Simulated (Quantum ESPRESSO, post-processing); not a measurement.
# arsenene, 1 layer, rectangular cell, stepped through strain along the first axis, part 5 of 5

Wanted: a table for arsenene, 1 layer, rectangular cell against strain along the first axis, and what can be fitted to it.

Quantum ESPRESSO 7.5; plane-wave DFT, PBE, GBRV ultrasoft pseudopotentials.

So far. Step 6 (Bands along a path, -4 %): Along this path the valence top lies at Γ and the conduction bottom near Y. Step 7 (Relaxing the ions, -3 %): The relaxation lowers the energy by 1 meV an atom.

### 10. Self-consistent run, 3 %

m7.scf.in reads:

```
&control
  prefix = 'm7.scf'
  outdir = './out'
  pseudo_dir = './pseudo'
  calculation = 'scf'
  tprnfor = .true.
/
&system
  ibrav = 0
  nat = 4
  ntyp = 1
  ecutwfc = 40
  ecutrho = 200
  occupations = 'smearing'
  smearing = 'fd'
  degauss = 0.002
  nbnd = 14
/
&electrons
  conv_thr = 1e-09
  mixing_beta = 0.4
  electron_maxstep = 120
  mixing_mode = 'plain'
/
ATOMIC_SPECIES
  As  74.9216  as_pbe_v1.uspp.F.UPF
CELL_PARAMETERS angstrom
  3.71945456202000 0.00000000000000 0.00000000000000
  0.00000000000000 6.25304417500000 0.00000000000000
  0.00000000000000 0.00000000000000 16.40000000000000
ATOMIC_POSITIONS crystal
  As  0.500000000000 0.167614892900 0.457870039100
  As  0.000000000000 0.667614877100 0.457870039600
  As  0.999999999900 0.332385123000 0.542129960400
  As  0.500000000000 0.832385107100 0.542129960900
K_POINTS automatic
  8 6 1 0 0 0
```

Run with:

```sh
$ OMP_NUM_THREADS=1 mpirun -n 4 pw.x -nk 2 -in m7.scf.in > m7.scf.out
```

Log:

```text
[banner, memory and clock lines left out]
Program PWSCF v.7.5 starts
[...]
Message from routine setup:
[...]
number of electrons       =        20.00
     number of Kohn-Sham states=           14
     kinetic-energy cutoff     =      40.0000  Ry
     charge density cutoff     =     200.0000  Ry
[...]
number of k points=    20  Fermi-Dirac smearing, width (Ry)=  0.0020
[...]
Dense  grid:   123001 G-vectors     FFT dimensions: (  32,  54, 144)
[...]
negative rho (up, down):  1.853E-04 0.000E+00
     Starting wfcs are   16 randomized atomic wfcs
[...]
negative rho (up, down):  2.686E-04 0.000E+00
[...]
estimated scf accuracy    <       0.04128567 Ry
[...]
negative rho (up, down):  3.628E-04 0.000E+00
[...]
estimated scf accuracy    <       0.01243947 Ry
[...]
negative rho (up, down):  3.678E-04 0.000E+00
[...]
estimated scf accuracy    <       0.00026310 Ry
[...]
negative rho (up, down):  3.746E-04 0.000E+00
[...]
estimated scf accuracy    <       0.00002680 Ry
[...]
negative rho (up, down):  3.786E-04 0.000E+00
[...]
estimated scf accuracy    <       0.00001324 Ry
[...]
negative rho (up, down):  3.827E-04 0.000E+00
[...]
estimated scf accuracy    <       0.00000081 Ry
[...]
negative rho (up, down):  3.859E-04 0.000E+00
[...]
estimated scf accuracy    <       0.00000031 Ry
[...]
negative rho (up, down):  3.878E-04 0.000E+00
[...]
estimated scf accuracy    <       0.00000005 Ry
[...]
negative rho (up, down):  3.892E-04 0.000E+00
[...]
estimated scf accuracy    <          6.7E-09 Ry
[...]
negative rho (up, down):  3.915E-04 0.000E+00
[...]
the Fermi energy is    -2.0720 ev
!    total energy              =    -161.08437712 Ry
     estimated scf accuracy    <          4.3E-10 Ry
     smearing contrib. (-TS)   =      -0.00000000 Ry
     internal energy E=F+TS    =    -161.08437712 Ry
[...]
one-electron contribution =    -191.56417426 Ry
     hartree contribution      =      99.62948033 Ry
     xc contribution           =    -125.94755551 Ry
     ewald contribution        =      56.79787232 Ry
     convergence has been achieved in  10 iterations
     negative rho (up, down):  3.915E-04 0.000E+00
[...]
Total force =     0.000953     Total SCF correction =     0.000008
[...]
```

Elapsed: 21 s, on 4 MPI ranks of Arm Neoverse V1, shared host; peak memory 0.39 GiB; 83 s of CPU time.

Numbers from this step:

```
free energy                          : -2191.6646 eV
valence top, on the run's zero       : -2.702 eV
conduction bottom, on the run's zero : -1.208 eV
gap by band count                    : 1.494 eV
```

### 11. Relaxing the ions, 4 %

m8.relax.in reads:

```
&control
  prefix = 'm8.relax'
  outdir = './out'
  pseudo_dir = './pseudo'
  nstep = 40
  forc_conv_thr = 0.0003
  calculation = 'relax'
  tstress = .true.
/
&system
  ibrav = 0
  nat = 4
  ntyp = 1
  ecutwfc = 50
  ecutrho = 250
  occupations = 'smearing'
  smearing = 'fd'
  degauss = 0.002
/
&electrons
  conv_thr = 1e-09
  mixing_beta = 0.4
  electron_maxstep = 120
  mixing_mode = 'plain'
/
&ions
/
ATOMIC_SPECIES
  As  74.9216  as_pbe_v1.uspp.F.UPF
CELL_PARAMETERS angstrom
  3.75556577136000 0.00000000000000 0.00000000000000
  0.00000000000000 6.25304417500000 0.00000000000000
  0.00000000000000 0.00000000000000 16.40000000000000
ATOMIC_POSITIONS crystal
  As  0.500000000000 0.166684633500 0.457414708500
  As  0.000000000000 0.666684619600 0.457414710100
  As  0.999999999900 0.333315380500 0.542585289900
  As  0.500000000000 0.833315366500 0.542585291500
K_POINTS automatic
  8 6 1 0 0 0
```

Run with:

```sh
$ OMP_NUM_THREADS=1 mpirun -n 4 pw.x -nk 2 -in m8.relax.in > m8.relax.out
```

Log:

```text
[banner, memory and clock lines left out]
Program PWSCF v.7.5 starts
[...]
Message from routine setup:
[...]
number of electrons       =        20.00
     number of Kohn-Sham states=           14
     kinetic-energy cutoff     =      50.0000  Ry
     charge density cutoff     =     250.0000  Ry
[...]
number of k points=    20  Fermi-Dirac smearing, width (Ry)=  0.0020
[...]
Dense  grid:   173523 G-vectors     FFT dimensions: (  36,  60, 160)
[...]
negative rho (up, down):  1.641E-04 0.000E+00
     Starting wfcs are   16 randomized atomic wfcs
[...]
negative rho (up, down):  2.688E-05 0.000E+00
[...]
estimated scf accuracy    <       0.04045077 Ry
[...]
negative rho (up, down):  7.110E-05 0.000E+00
[...]
estimated scf accuracy    <       0.01229143 Ry
[...]
negative rho (up, down):  1.002E-04 0.000E+00
[...]
estimated scf accuracy    <       0.00026480 Ry
[...]
negative rho (up, down):  1.245E-04 0.000E+00
[...]
estimated scf accuracy    <       0.00003155 Ry
[...]
negative rho (up, down):  1.391E-04 0.000E+00
[...]
estimated scf accuracy    <       0.00001560 Ry
[...]
negative rho (up, down):  1.487E-04 0.000E+00
[...]
estimated scf accuracy    <       0.00000061 Ry
[...]
negative rho (up, down):  1.549E-04 0.000E+00
[...]
estimated scf accuracy    <       0.00000034 Ry
[...]
negative rho (up, down):  1.585E-04 0.000E+00
[...]
estimated scf accuracy    <       0.00000006 Ry
[...]
negative rho (up, down):  1.609E-04 0.000E+00
[...]
estimated scf accuracy    <          9.8E-09 Ry
[...]
negative rho (up, down):  1.645E-04 0.000E+00
[...]
the Fermi energy is    -1.8728 ev
!    total energy              =    -161.08259581 Ry
     estimated scf accuracy    <          4.9E-10 Ry
     smearing contrib. (-TS)   =      -0.00000000 Ry
     internal energy E=F+TS    =    -161.08259581 Ry
[...]
one-electron contribution =    -189.31675164 Ry
     hartree contribution      =      98.50229016 Ry
     xc contribution           =    -125.90607450 Ry
     ewald contribution        =      55.63794017 Ry
     convergence has been achieved in  10 iterations
     negative rho (up, down):  1.645E-04 0.000E+00
[...]
Total force =     0.019361     Total SCF correction =     0.000011
[...]
negative rho (up, down):  1.645E-04 0.000E+00
[...]
negative rho (up, down):  1.685E-04 0.000E+00
[...]
negative rho (up, down):  1.658E-04 0.000E+00
[...]
estimated scf accuracy    <       0.00002069 Ry
[...]
negative rho (up, down):  1.647E-04 0.000E+00
[...]
estimated scf accuracy    <       0.00000263 Ry
[...]
negative rho (up, down):  1.644E-04 0.000E+00
[...]
estimated scf accuracy    <       0.00000026 Ry
[...]
negative rho (up, down):  1.642E-04 0.000E+00
[...]
estimated scf accuracy    <       0.00000001 Ry
[...]
negative rho (up, down):  1.641E-04 0.000E+00
[...]
estimated scf accuracy    <          3.4E-09 Ry
[...]
negative rho (up, down):  1.640E-04 0.000E+00
[...]
the Fermi energy is    -2.1369 ev
!    total energy              =    -161.08288859 Ry
     estimated scf accuracy    <          2.3E-10 Ry
     smearing contrib. (-TS)   =      -0.00000000 Ry
     internal energy E=F+TS    =    -161.08288859 Ry
[...]
one-electron contribution =    -189.62807888 Ry
     hartree contribution      =      98.64898281 Ry
     xc contribution           =    -125.91625802 Ry
     ewald contribution        =      55.81246550 Ry
     convergence has been achieved in   6 iterations
     negative rho (up, down):  1.640E-04 0.000E+00
[...]
Total force =     0.010992     Total SCF correction =     0.000022
[...]
negative rho (up, down):  1.640E-04 0.000E+00
[...]
negative rho (up, down):  1.684E-04 0.000E+00
[...]
negative rho (up, down):  1.653E-04 0.000E+00
[...]
estimated scf accuracy    <       0.00002111 Ry
[...]
negative rho (up, down):  1.641E-04 0.000E+00
[...]
estimated scf accuracy    <       0.00000285 Ry
[...]
negative rho (up, down):  1.637E-04 0.000E+00
[...]
estimated scf accuracy    <       0.00000028 Ry
[...]
negative rho (up, down):  1.635E-04 0.000E+00
[...]
estimated scf accuracy    <       0.00000002 Ry
[...]
negative rho (up, down):  1.634E-04 0.000E+00
[...]
estimated scf accuracy    <          4.5E-09 Ry
[...]
negative rho (up, down):  1.634E-04 0.000E+00
[...]
estimated scf accuracy    <          4.7E-10 Ry
[...]
negative rho (up, down):  1.634E-04 0.000E+00
[...]
estimated scf accuracy    <          3.5E-11 Ry
[...]
negative rho (up, down):  1.634E-04 0.000E+00
[...]
the Fermi energy is    -2.1199 ev
!    total energy              =    -161.08302823 Ry
     estimated scf accuracy    <          3.7E-12 Ry
     smearing contrib. (-TS)   =      -0.00000000 Ry
     internal energy E=F+TS    =    -161.08302823 Ry
[...]
one-electron contribution =    -189.93975958 Ry
     hartree contribution      =      98.79568232 Ry
     xc contribution           =    -125.92640956 Ry
     ewald contribution        =      55.98745859 Ry
     convergence has been achieved in   8 iterations
     negative rho (up, down):  1.634E-04 0.000E+00
[...]
Total force =     0.002943     Total SCF correction =     0.000001
[...]
negative rho (up, down):  1.634E-04 0.000E+00
[...]
negative rho (up, down):  1.639E-04 0.000E+00
[...]
negative rho (up, down):  1.636E-04 0.000E+00
[...]
estimated scf accuracy    <       0.00000076 Ry
[...]
negative rho (up, down):  1.634E-04 0.000E+00
[...]
estimated scf accuracy    <       0.00000013 Ry
[...]
negative rho (up, down):  1.634E-04 0.000E+00
[...]
estimated scf accuracy    <       0.00000001 Ry
[...]
negative rho (up, down):  1.633E-04 0.000E+00
[...]
estimated scf accuracy    <          5.1E-10 Ry
[...]
negative rho (up, down):  1.633E-04 0.000E+00
[...]
estimated scf accuracy    <          4.8E-11 Ry
[...]
negative rho (up, down):  1.633E-04 0.000E+00
[...]
the Fermi energy is    -2.1151 ev
!    total energy              =    -161.08303855 Ry
     estimated scf accuracy    <          4.9E-12 Ry
     smearing contrib. (-TS)   =      -0.00000000 Ry
     internal energy E=F+TS    =    -161.08303855 Ry
[...]
one-electron contribution =    -189.99561612 Ry
     hartree contribution      =      98.82196152 Ry
     xc contribution           =    -125.92816823 Ry
     ewald contribution        =      56.01878428 Ry
     convergence has been achieved in   6 iterations
     negative rho (up, down):  1.633E-04 0.000E+00
[...]
Total force =     0.001640     Total SCF correction =     0.000002
[...]
negative rho (up, down):  1.633E-04 0.000E+00
[...]
negative rho (up, down):  1.633E-04 0.000E+00
[...]
negative rho (up, down):  1.632E-04 0.000E+00
[...]
estimated scf accuracy    <       0.00000004 Ry
[...]
negative rho (up, down):  1.632E-04 0.000E+00
[...]
estimated scf accuracy    <       0.00000001 Ry
[...]
negative rho (up, down):  1.632E-04 0.000E+00
[...]
estimated scf accuracy    <          5.2E-10 Ry
[...]
negative rho (up, down):  1.633E-04 0.000E+00
[...]
estimated scf accuracy    <          2.8E-11 Ry
[...]
negative rho (up, down):  1.633E-04 0.000E+00
[...]
the Fermi energy is    -2.1137 ev
!    total energy              =    -161.08304134 Ry
     estimated scf accuracy    <          6.0E-12 Ry
     smearing contrib. (-TS)   =      -0.00000000 Ry
     internal energy E=F+TS    =    -161.08304134 Ry
[...]
one-electron contribution =    -189.98943828 Ry
     hartree contribution      =      98.81904707 Ry
     xc contribution           =    -125.92789700 Ry
     ewald contribution        =      56.01524687 Ry
     convergence has been achieved in   5 iterations
     negative rho (up, down):  1.633E-04 0.000E+00
[...]
Total force =     0.000885     Total SCF correction =     0.000002
[...]
negative rho (up, down):  1.633E-04 0.000E+00
[...]
negative rho (up, down):  1.631E-04 0.000E+00
[...]
negative rho (up, down):  1.632E-04 0.000E+00
[...]
estimated scf accuracy    <       0.00000010 Ry
[...]
negative rho (up, down):  1.632E-04 0.000E+00
[...]
estimated scf accuracy    <       0.00000002 Ry
[...]
negative rho (up, down):  1.632E-04 0.000E+00
[...]
estimated scf accuracy    <          1.3E-09 Ry
[...]
negative rho (up, down):  1.633E-04 0.000E+00
[...]
estimated scf accuracy    <          6.6E-11 Ry
[...]
negative rho (up, down):  1.633E-04 0.000E+00
[...]
the Fermi energy is    -2.1135 ev
!    total energy              =    -161.08304220 Ry
     estimated scf accuracy    <          6.6E-12 Ry
     smearing contrib. (-TS)   =      -0.00000000 Ry
     internal energy E=F+TS    =    -161.08304220 Ry
[...]
one-electron contribution =    -189.96854091 Ry
     hartree contribution      =      98.80919658 Ry
     xc contribution           =    -125.92715834 Ry
     ewald contribution        =      56.00346048 Ry
     convergence has been achieved in   5 iterations
     negative rho (up, down):  1.633E-04 0.000E+00
[...]
Total force =     0.000158     Total SCF correction =     0.000003
[...]
negative rho (up, down):  1.633E-04 0.000E+00
[...]
```

Elapsed: 2.2 min, on 4 MPI ranks; peak memory 0.91 GiB.

Relaxation path:

```csv
step,energy less that of the first step (eV),largest force (eV/Å)
1,0.0000,0.2489
2,-0.0040,0.1413
3,-0.0059,0.0378
4,-0.0060,0.0211
5,-0.0061,0.0114
6,-0.0061,0.0020
```

The atoms that moved most (Å):

```csv
atom,dx,dy,dz,length
As2,0.000,0.008,0.010,0.013
As3,0.000,-0.008,-0.010,0.013
As4,0.000,-0.008,-0.010,0.013
As1,0.000,0.008,0.010,0.013
```

The relaxation lowers the energy by 2 meV an atom.

Numbers from this step:

```
free energy  : -2191.6464 eV
Fermi energy : -2.114 eV
```

### 12. Self-consistent run, 4 %

m8.scf.in reads:

```
&control
  prefix = 'm8.scf'
  outdir = './out'
  pseudo_dir = './pseudo'
  calculation = 'scf'
  tprnfor = .true.
/
&system
  ibrav = 0
  nat = 4
  ntyp = 1
  ecutwfc = 40
  ecutrho = 200
  occupations = 'smearing'
  smearing = 'fd'
  degauss = 0.002
  nbnd = 14
/
&electrons
  conv_thr = 1e-09
  mixing_beta = 0.4
  electron_maxstep = 120
  mixing_mode = 'plain'
/
ATOMIC_SPECIES
  As  74.9216  as_pbe_v1.uspp.F.UPF
CELL_PARAMETERS angstrom
  3.75556577136000 0.00000000000000 0.00000000000000
  0.00000000000000 6.25304417500000 0.00000000000000
  0.00000000000000 0.00000000000000 16.40000000000000
ATOMIC_POSITIONS crystal
  As  0.500000000000 0.167954423600 0.458006638500
  As  0.000000000000 0.667954458000 0.458006656100
  As  0.999999999900 0.332045542100 0.541993343900
  As  0.500000000000 0.832045576400 0.541993361500
K_POINTS automatic
  8 6 1 0 0 0
```

Run with:

```sh
$ OMP_NUM_THREADS=1 mpirun -n 4 pw.x -nk 2 -in m8.scf.in > m8.scf.out
```

Log:

```text
[banner, memory and clock lines left out]
Program PWSCF v.7.5 starts
[...]
Message from routine setup:
[...]
number of electrons       =        20.00
     number of Kohn-Sham states=           14
     kinetic-energy cutoff     =      40.0000  Ry
     charge density cutoff     =     200.0000  Ry
[...]
number of k points=    20  Fermi-Dirac smearing, width (Ry)=  0.0020
[...]
Dense  grid:   124041 G-vectors     FFT dimensions: (  32,  54, 144)
[...]
negative rho (up, down):  1.889E-04 0.000E+00
     Starting wfcs are   16 randomized atomic wfcs
[...]
negative rho (up, down):  2.739E-04 0.000E+00
[...]
estimated scf accuracy    <       0.04109437 Ry
[...]
negative rho (up, down):  3.706E-04 0.000E+00
[...]
estimated scf accuracy    <       0.01243065 Ry
[...]
negative rho (up, down):  3.765E-04 0.000E+00
[...]
estimated scf accuracy    <       0.00024963 Ry
[...]
negative rho (up, down):  3.830E-04 0.000E+00
[...]
estimated scf accuracy    <       0.00002185 Ry
[...]
negative rho (up, down):  3.865E-04 0.000E+00
[...]
estimated scf accuracy    <       0.00001107 Ry
[...]
negative rho (up, down):  3.901E-04 0.000E+00
[...]
estimated scf accuracy    <       0.00000049 Ry
[...]
negative rho (up, down):  3.933E-04 0.000E+00
[...]
estimated scf accuracy    <       0.00000027 Ry
[...]
negative rho (up, down):  3.950E-04 0.000E+00
[...]
estimated scf accuracy    <       0.00000006 Ry
[...]
negative rho (up, down):  3.964E-04 0.000E+00
[...]
estimated scf accuracy    <          5.3E-09 Ry
[...]
negative rho (up, down):  3.986E-04 0.000E+00
[...]
the Fermi energy is    -2.1136 ev
!    total energy              =    -161.08276480 Ry
     estimated scf accuracy    <          3.1E-10 Ry
     smearing contrib. (-TS)   =      -0.00000000 Ry
     internal energy E=F+TS    =    -161.08276480 Ry
[...]
one-electron contribution =    -189.96520474 Ry
     hartree contribution      =      98.80853383 Ry
     xc contribution           =    -125.92955435 Ry
     ewald contribution        =      56.00346045 Ry
     convergence has been achieved in  10 iterations
     negative rho (up, down):  3.986E-04 0.000E+00
[...]
Total force =     0.000517     Total SCF correction =     0.000007
[...]
```

The job ended after 21 s (4 MPI ranks; peak memory 0.39 GiB; 84 s of CPU time).

This step gave:

- free energy: -2191.6427 eV
- valence top, on the run's zero: -2.736 eV
- conduction bottom, on the run's zero: -1.289 eV
- gap by band count: 1.448 eV

### 13. The series side by side

The series in one table, energies over the lowest:

```csv
strain along the first axis,energy (eV),gap along the path (eV),upper vacuum level over the valence top of the mesh (eV),lower vacuum level over that top (eV)
-4 %,0.0686,1.387,4.887,4.887
-3 %,0.0382,1.456,5.017,5.017
-2 %,0.0171,1.514,5.139,5.139
-1 %,0.0045,1.564,5.255,5.255
0 %,0.0000,1.604,5.358,5.358
1 %,0.0029,1.563,5.379,5.379
2 %,0.0126,1.519,5.396,5.396
3 %,0.0287,1.478,5.415,5.415
4 %,0.0508,1.432,5.426,5.426
```

### 14. Worked from the printed numbers

A parabola through the energies within ±2 % has E = 37.11 eV × ε² -0.106 eV × ε; for the curvature, over A = 22.580 Å² this is 37.11 × 2/22.580 × 16.02 = 53 N/m.

### 15. Results

```
in-plane stiffness along the strain                                     : 53 N/m
gap along the path, at -4 % and at 4 %                                  : 1.39, 1.43 eV
upper vacuum level over the valence top of the mesh, at -4 % and at 4 % : 4.89, 5.43 eV
lower vacuum level over that top, at -4 % and at 4 %                    : 4.89, 5.43 eV
```

In words: The series holds 9 members; in-plane stiffness along the strain: 53 N/m (PBE, GBRV ultrasoft). The energy is lowest near zero strain. From -4 % to 4 % the gap along the path goes from 1.39 to 1.43 eV by way of 1.60 at 0 %. From -4 % to 4 % the upper vacuum level over the valence top of the mesh rises from 4.89 to 5.43 eV. From -4 % to 4 % the lower vacuum level over that top rises from 4.89 to 5.43 eV. At -4 %, -3 % and -2 % the SCF mesh finds a smaller gap than the path, which misses an edge there. Semilocal gaps are too small; the 1×1 cell can't ripple over many cells under compression as a free sheet would. No spin-orbit coupling.

[Logs are printed without paths, hosts, clocks, repeated set-up lines and the standing remarks that a program may print on its own settings, such as how far it seeks lower states.]

[Hosts, paths, dates, database ids (printed as entryN), source tags and the programs' standing remarks are cut or masked in the printed files.]

[Maps of the electrostatic potential energy from Ansatz leave out the sawtooth potential of an applied field or a dipole correction, so their vacuum need not be flat; planar profiles and work functions include it.]
